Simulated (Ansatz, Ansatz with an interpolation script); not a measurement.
# Cs2KYF6 (Fm-3m): what limits a Wannier interpolation of GW

How do the Wannier model and the GW settings move the interpolated bands of Cs2KYF6 (Fm-3m)?

Program: Ansatz 0.2.0. Level of theory: maximally localised Wannier functions, LDA, plane waves, PAW; PAW set soft_1. Results are calculated unless marked as measured.

Most raw output is cut from this account.

## Step 1: Starting point

It takes space group Fm-3m (No. 225, cubic). Conventional cell: a = 9.445 Å, b = 9.445 Å, c = 9.445 Å, α = 90.00°, β = 90.00°, γ = 90.00°. Nearest to K lie 6 F at 2.60 Å. Nearest to Cs lie 12 F at 3.35 Å. Y has 6 F at 2.13 Å nearest. F has 1 Y at 2.13 Å and 1 K at 2.60 Å and 4 Cs at 3.35 Å nearest. Farther neighbours and most contacts between anions are not listed.

Coordinates:

```
K Cs Y F
1.0
     0.00000    4.72250    4.72250
     4.72250    0.00000    4.72250
     4.72250    4.72250    0.00000
K Cs Y F
1 2 1 6
Direct
  0.50000 0.50000 0.50000
  0.25000 0.25000 0.25000
  0.75000 0.75000 0.75000
  0.00000 0.00000 0.00000
  0.77500 0.22500 0.22500
  0.22500 0.77500 0.22500
  0.22500 0.77500 0.77500
  0.77500 0.22500 0.77500
  0.22500 0.22500 0.77500
  0.77500 0.77500 0.22500
```

The cell and positions come from the Crystallography Open Database and are kept as given unless a step says otherwise. Spin-orbit coupling is left out unless a step names it.

## Step 2: Wannier model on 8×8×8

Localised functions give a small Hamiltonian that interpolates between mesh points at no cost.

input.yaml

```yaml
crystal:
  lattice:
    - [0.0, 4.7225, 4.7225]
    - [4.7225, 0.0, 4.7225]
    - [4.7225, 4.7225, 0.0]
  atoms:
    - { symbol: K, position: [0.5, 0.5, 0.5] }
    - { symbol: Cs, position: [0.25, 0.25, 0.25] }
    - { symbol: Cs, position: [0.75, 0.75, 0.75] }
    - { symbol: "Y", position: [0.0, 0.0, 0.0] }
    - { symbol: F, position: [0.775, 0.225, 0.225] }
    - { symbol: F, position: [0.225, 0.775, 0.225] }
    - { symbol: F, position: [0.225, 0.775, 0.775] }
    - { symbol: F, position: [0.775, 0.225, 0.775] }
    - { symbol: F, position: [0.225, 0.225, 0.775] }
    - { symbol: F, position: [0.775, 0.775, 0.225] }
kpoints:
  mp_grid: { grid: [4, 4, 4] }
hamiltonian:
  xc: lda
  pseudopotentials: { kind: paw, azcp: { folder: soft_1 }, xc_functional: pbe }
scf:
  occupations: { method: fixed }
  n_extra_bands: 112
output:
  wannier:
    kmesh: [8, 8, 8]
    projections:
      - { species: Cs, l: s, shell: 6 }
      - { species: Cs, l: p, shell: 5 }
      - { species: F, l: p, shell: 2 }
      - { species: "Y", l: d, shell: 4 }
    minimise: true
    write_hr: true
    seedname: w
    conv_tol: 1.0e-06
    max_iter: 20000
    stability_check: false
    disentanglement:
      window: [-3.49, 14.95]
      frozen_window: [-3.49, 9.16]
      conv_tol: 1.0e-08
```

The run is started by

```sh
ansatz run input.yaml --threads 2 --pin off --max-ram 92160MiB --backend cuda --events-out ev --progress --plain --runs-dir out --devices 1 --max-vram 13GiB
```

It took 34 s on 1 × NVIDIA H100 80GB HBM3 (shared by 6 runs) with 2 threads of AMD EPYC 7R13 (Zen 3), shared host; peak memory 2.5 GiB; 39 s of CPU time.

Numbers from this step:

| Property | Result |
| --- | --- |
| gauge-invariant spread | 55.18 Å² |
| diagonal spread | 0.004920 Å² |
| off-diagonal spread | 5.149 Å² |
| total spread | 60.33 Å² |
| least projectability | 0.4579 |
| localisation steps | 70 |
| disentanglement steps | 406 |
| r.m.s. interpolation error | 8.85e-4 eV |
| r.m.s. error near the gap | 0.001019 eV |

Near the gap the model misses directly solved bands by 1.0 meV r.m.s. and by 18 meV at most in the window tested. This tests the starting bands, not the corrections carried with them.

## Step 3: Wannier model on 4×4×4

Changes to input.yaml since step 2:

```diff
@@ -26,3 +26,3 @@
   wannier:
-    kmesh: [8, 8, 8]
+    kmesh: [4, 4, 4]
     projections:
```

It took 7.7 s on 1 × NVIDIA H100 80GB HBM3 (shared by 6 runs) with 2 threads; peak memory 1.2 GiB; 9.4 s of CPU time.

This step gave:

```
gauge-invariant spread     : 49.95 Å²
diagonal spread            : 0.005464 Å²
off-diagonal spread        : 4.809 Å²
total spread               : 54.76 Å²
least projectability       : 0.4579
localisation steps         : 28
disentanglement steps      : 123
r.m.s. interpolation error : 0.002111 eV
r.m.s. error near the gap  : 0.002424 eV
```

Near the gap the model misses directly solved bands by 2.4 meV r.m.s. and by 56 meV at most in the window tested. This tests the starting bands, not the corrections carried with them.

Frozen up to 7.77 eV; above it the model need not follow the bands. The electronic bands at the labelled points (eV, zero at the valence-band top; v1 is the highest filled band, c1 the lowest empty one):

| point | v4 | v3 | v2 | v1 | c1 | c2 | c3 | c4 |
| --- | --- | --- | --- | --- | --- | --- | --- | --- |
| Γ | -0.07 | 0.00 | 0.00 | 0.00 | 6.37 | 9.05 | 9.05 | 9.05 |
| halfway | -0.11 | -0.05 | -0.05 | 0.00 | 7.12 | 9.02 | 9.10 | 9.10 |
| X | -0.13 | -0.08 | -0.08 | -0.01 | 8.20 | 8.93 | 9.15 | 9.15 |
| halfway | -0.12 | -0.11 | -0.10 | -0.02 | 8.32 | 8.96 | 9.12 | 9.14 |
| U | -0.16 | -0.15 | -0.11 | -0.03 | 8.60 | 8.82 | 9.03 | 9.13 |
| jump to K | -0.16 | -0.15 | -0.11 | -0.03 | 8.60 | 8.82 | 9.03 | 9.13 |
| halfway | -0.10 | -0.06 | -0.05 | -0.04 | 7.19 | 9.05 | 9.08 | 9.09 |
| Γ | -0.07 | 0.00 | 0.00 | 0.00 | 6.37 | 9.05 | 9.05 | 9.05 |
| halfway | -0.15 | -0.04 | -0.04 | -0.03 | 6.98 | 9.05 | 9.07 | 9.07 |
| L | -0.23 | -0.08 | -0.08 | -0.08 | 8.51 | 8.58 | 9.09 | 9.09 |
| halfway | -0.18 | -0.13 | -0.07 | -0.07 | 8.58 | 8.64 | 9.08 | 9.09 |
| W | -0.11 | -0.11 | -0.07 | -0.07 | 8.79 | 8.79 | 9.09 | 9.09 |
| halfway | -0.15 | -0.12 | -0.09 | -0.02 | 8.42 | 8.99 | 9.07 | 9.14 |
| X | -0.13 | -0.08 | -0.08 | -0.01 | 8.20 | 8.93 | 9.15 | 9.15 |

The same for Kohn-Sham, solved directly:

| point | v4 | v3 | v2 | v1 | c1 | c2 | c3 | c4 |
| --- | --- | --- | --- | --- | --- | --- | --- | --- |
| Γ | -0.07 | 0.00 | 0.00 | 0.00 | 6.37 | 7.85 | 7.85 | 8.56 |
| X | -0.13 | -0.08 | -0.08 | -0.01 | 7.98 | 8.28 | 8.63 | 8.74 |
| U | -0.16 | -0.15 | -0.11 | -0.03 | 8.31 | 8.40 | 8.60 | 8.80 |
| K | -0.16 | -0.15 | -0.11 | -0.03 | 8.31 | 8.40 | 8.60 | 8.80 |
| Γ | -0.07 | 0.00 | 0.00 | 0.00 | 6.37 | 7.85 | 7.85 | 8.56 |
| L | -0.23 | -0.08 | -0.08 | -0.08 | 8.19 | 8.24 | 8.64 | 8.64 |
| W | -0.11 | -0.11 | -0.07 | -0.07 | 8.45 | 8.45 | 8.64 | 8.91 |
| X | -0.13 | -0.08 | -0.08 | -0.01 | 7.98 | 8.28 | 8.63 | 8.74 |

## Step 4: A faulty Wannier input

This step: maximally localised Wannier functions, LDA, plane waves, PAW.

Changes to input.yaml since step 3:

```diff
@@ -36,3 +36,3 @@
     conv_tol: 1.0e-06
-    max_iter: 20000
+    max_iter: 3
     stability_check: false
```

The run is started by

```sh
ansatz run input.yaml --threads 2 --pin off --max-ram 92160MiB --backend cpu --events-out ev --progress --plain --runs-dir out
```

Wall time 0.21 s (2 threads); peak memory 0.091 GiB.

The program refused the input before any cycle.

The program's message: “Error: invalid value for `output.wannier.max_iter`: must be ≥ 5; got 3”

The fault put into this input: too few iterations.

## Step 5: G0W0: 4×4×4 mesh, 792 empty bands, screening to 140 eV, PAW set soft_1 files

G0W0 replaces the xc potential by the self-energy, built once from these orbitals. Only a window of levels is corrected, while the sums run over the empty bands that the input names.

This step: G0W0 on LDA, plane waves, PAW; PAW set soft_1.

input.yaml, the sections that differ from step 4:

```yaml
scf:
  occupations: { method: fixed }
gw:
  n_empty_bands: 792
  ecut_chi: 140.0
  qp_bands: [v24, c1]
  screening: { model: contour_deformation }
# crystal, kpoints, hamiltonian: as in step 4
# output: removed
```

The run is started by

```sh
ansatz run input.yaml --threads 2 --pin off --max-ram 92160MiB --backend cuda --events-out ev --progress --plain --runs-dir out --devices 1 --max-vram 13GiB
```

Elapsed: 2.1 min, on 1 × NVIDIA H100 80GB HBM3 (shared by 6 runs) with 2 threads; peak memory 2.3 GiB; 3 min of CPU time.

The G0W0 gap on the mesh is 9.863 eV.

## Step 6: G0W0: 2×2×2 mesh, 792 empty bands, screening to 140 eV, PAW set soft_1 files

Changes to input.yaml since step 5:

```diff
@@ -17,3 +17,3 @@
 kpoints:
-  mp_grid: { grid: [4, 4, 4] }
+  mp_grid: { grid: [2, 2, 2] }
 hamiltonian:
```

Wall time 15 s (1 × NVIDIA H100 80GB HBM3 (shared by 6 runs) with 2 threads); peak memory 1.6 GiB.

The G0W0 gap on the mesh is 9.876 eV.

## Step 7: G0W0: 4×4×4 mesh, 368 empty bands, screening to 84 eV, PAW set soft_1 files

Changes to input.yaml since step 6:

```diff
@@ -17,3 +17,3 @@
 kpoints:
-  mp_grid: { grid: [2, 2, 2] }
+  mp_grid: { grid: [4, 4, 4] }
 hamiltonian:
@@ -24,4 +24,4 @@
 gw:
-  n_empty_bands: 792
-  ecut_chi: 140.0
+  n_empty_bands: 368
+  ecut_chi: 84
   qp_bands: [v24, c1]
```

Wall time 44 s (1 × NVIDIA H100 80GB HBM3 (shared by 6 runs) with 2 threads); peak memory 1.6 GiB.

The G0W0 gap on the mesh is 9.816 eV.

## Step 8: G0W0: 4×4×4 mesh, 792 empty bands, screening to 140 eV, plasmon pole, PAW set soft_1 files

Changes to input.yaml since step 7:

```diff
@@ -24,5 +24,5 @@
 gw:
-  n_empty_bands: 368
-  ecut_chi: 84
+  n_empty_bands: 792
+  ecut_chi: 140.0
   qp_bands: [v24, c1]
-  screening: { model: contour_deformation }
+  screening: { model: godby_needs }
```

Elapsed: 3.3 min, on 1 × NVIDIA H100 80GB HBM3 (shared by 6 runs) with 2 threads; peak memory 6.2 GiB; 5.7 min of CPU time.

The G0W0 gap on the mesh is 9.848 eV.

## Step 9: Interpolated results

Times are wall times on 1 × NVIDIA H100 80GB HBM3 (shared by 6 runs) with 2 threads of AMD EPYC 7R13 (Zen 3), shared host, good to a factor of about two.

| GW mesh | empty bands | cutoff (eV) | frequency | gap on mesh (eV) | gap over zone (eV) | direct gap (eV) | valence width (eV) | GW time |
| --- | --- | --- | --- | --- | --- | --- | --- | --- |
| 4×4×4 | 792 | 140 | contour deformation | 9.863 | 9.863 | 9.863 | 5.131 | 2.1 min |
| 2×2×2 | 792 | 140 | contour deformation | 9.876 | 9.879 | 9.879 | 5.123 | 15 s |
| 4×4×4 | 368 | 84 | contour deformation | 9.816 | 9.816 | 9.816 | 5.000 | 44 s |
| 4×4×4 | 792 | 140 | plasmon pole | 9.848 | 9.848 | 9.848 | 5.221 | 3.3 min |

## Step 10: Results

```yaml
4x4x4_mesh_792_empty_bands_screening_to_140_ev_paw_set_soft_1_files: 9.86 eV
2x2x2_mesh_792_empty_bands_screening_to_140_ev_paw_set_soft_1_files: 9.88 eV
4x4x4_mesh_368_empty_bands_screening_to_84_ev_paw_set_soft_1_files: 9.82 eV
4x4x4_mesh_792_empty_bands_screening_to_140_ev_plasmon_pole_paw_set_soft_1_files: 9.85 eV
```

**Reading.** The largest change, −0.05 eV in the gap over the zone, comes with 4×4×4 mesh, 368 empty bands, screening to 84 eV, PAW set soft_1 files. The first run is a reference, not a converged one, and where a row moves several settings no single cause can be named. Rows on another GW mesh add that mesh's corrections to the bands of the one model. Coarser Wannier mesh (4×4×4): the miss near the gap goes from 1 (the model on 8×8×8) to 2 meV and the total spread from 60.3 to 54.8 Å². With 2×2×2 mesh, 792 empty bands, screening to 140 eV, PAW set soft_1 files the gap over the zone moves by +0.02 eV and that on the mesh by +0.01 eV. With 4×4×4 mesh, 368 empty bands, screening to 84 eV, PAW set soft_1 files the gap over the zone moves by −0.05 eV and that on the mesh by −0.05 eV. With 4×4×4 mesh, 792 empty bands, screening to 140 eV, plasmon pole, PAW set soft_1 files the gap over the zone moves by −0.01 eV and that on the mesh by −0.02 eV. Gaps over the zone and on the mesh differ where an edge lies off the mesh, or where a GW run starts from another density: the starting gap over the zone is 6.369 eV, on the GW meshes it is 6.369 eV and 6.367 eV. The many-body steps are scalar-relativistic: spin-orbit coupling is not in them.

[Paths, hosts, dates, memory and timing lines, banners, echoed tables and standing remarks are left out of the program output.]

[Logs are printed without paths, hosts, clocks, repeated set-up lines and the standing remarks that a program may print on its own settings, such as how far it seeks lower states.]

[Runs of the session that timed out or met a known fault of the program may be left out.]

[Hosts, paths, dates, database ids (printed as entryN), source tags and the programs' standing remarks are cut or masked in the printed files.]
